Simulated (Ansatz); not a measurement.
# Does disorder add resistance in series? Re(0001) layers displaced at 500 K

Two lengths of the disordered region are known. What area resistance does the third give?

How it was computed: Ansatz 0.2.0, plane waves with PAW datasets at their recommended cutoffs (420 eV for most), Fermi-Dirac smearing; ballistic transmission by layer matching. The area resistance is RA = A (h/2e²)(1/T − 1/N), with T the zone-mean transmission per spin and N the lead's channels, both averaged over a few energies near the Fermi level; for magnets each spin is taken apart, with h/e², and the two conduct in parallel. Lateral cell 2x2, PBE, a fresh random draw for each length. Atoms are displaced independently, by 0.0464 Å r.m.s. per direction; each RA is scaled by the nominal over the drawn mean square displacement.

The runs, with one result withheld:

| length (Å) | channels N | RA (fΩ m²) |
| --- | --- | --- |
| 4.46 | 5.280 | 0.0695 |
| 13.4 | 5.280 | 0.187 |
| 22.3 | 5.260 | ? |

**Estimate by hand.**

Ohm's law makes RA linear in the length: the slope is (0.187 − 0.0695)/(13.4 − 4.46) = 0.0132 fΩ m² per Å, or 13 µΩ cm. Then 0.187 + 0.0132 × 8.92. Predicted: 0.305 fΩ m².

**The withheld run.**

0.335 fΩ m², so the prediction is 9.1 % too low. The three lengths together give 15 µΩ cm. The two increments are 0.12 and 0.15 fΩ m², roughly as Ohm's law has it, though with one draw for each length that is a weak test.

Caveats: The scatterers repeat sideways with the small cell. The slope is a raw one; a model of isotropic scattering puts it 1.08 times the bulk value over these lengths. Spin-orbit coupling is left out, which matters for Re.
